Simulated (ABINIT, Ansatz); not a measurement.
Records of electronic-structure calculations.

**Sr2MgH6 (P-3m1): G0W0 with ABINIT, start to end**

Symmetry: P-3m1, No. 164, trigonal system. Conventional cell: a = 5.475 Å, b = 5.475 Å, c = 4.188 Å, α = 90.00°, β = 90.00°, γ = 120.00°. Nearest to Sr lie 12 H at 2.56 to 2.74 Å. Nearest to Mg lie 6 H at 1.94 Å. H has 1 Mg at 1.94 Å and 4 Sr at 2.56 to 2.74 Å and 6 H at 2.58 to 2.78 Å nearest. Farther neighbours, and contacts between anions beyond the nearest, are not listed.

- method: RPA screening on PBEsol, plane waves, norm-conserving pseudopotentials (and 2 further levels or steps)
- program: ABINIT 10.8.3
- settings: cutoff 38 Ha, PseudoDojo scalar-relativistic 0.4.1 standard, norm-conserving, ngkpt (3, 3, 2), nband 194, ecuteps 6.5 Ha, inclvkb 2, shiftk (0, 0, 0), symchi 1, awtr 1, frequency ppm, 3×3×2 k-mesh
- cost: 5 runs, 5.9 min in all on 4 MPI ranks of Arm Neoverse V1, shared host
- notes: The program’s warnings: nkpt*nsppol () is not a multiple of nproc spkpt (). The cell and positions are those that the Materials Project relaxed with its own functionals (PBE, PBE+U or r2SCAN), kept fixed. Limits: no spin-orbit coupling. The 3×3×2 mesh is coarse for this cell, which bears on the long-range parts of exchange and screening.
- PBEsol gap: 2.52 eV, indirect
- G0W0 gap on the mesh: 4.24 eV
- GW settings: 3×3×2 mesh, 194 bands, screening to 176.9 eV, Godby-Needs plasmon pole
- known limits: short of the basis limit; no spin-orbit coupling; coarse k mesh

G0W0 moves the gap on the mesh from 2.53 eV to 4.24 eV (+1.71 eV), with Z of 0.79 and 0.82 at the edges. Local fields lower the RPA ε∞ on this mesh from 6.38 to 5.75; a Γ-centred mesh this coarse tends to raise both, most where the direct gap is narrow, while a short band sum lowers them.

[Paths, hosts, dates, memory and timing lines, banners, echoed tables and standing remarks are left out of the program output; an Ansatz launch command may be rebuilt from the run's recorded settings. Measured values are a selection of at most five: reports struck by readers or far from the other reports are left out. None is set beside runs whose start may be inverted or whose files or cutoffs have a known fault.]

[Runs of the session that timed out or met a known fault of the program may be left out.]

[Hosts, paths, dates, database ids (printed as entryN), source tags and the programs' standing remarks are cut or masked in the printed files.]

[G0W0 gaps are taken among the corrected bands and points alone; a level outside them can change the order at an edge.]

[Where Ansatz stands beside ABINIT at settings called matched, ABINIT's density can come from a denser mesh and the files from another edition; pairs whose starting gaps differed by over 0.03 eV were left out, so agreement reads better than it is.]
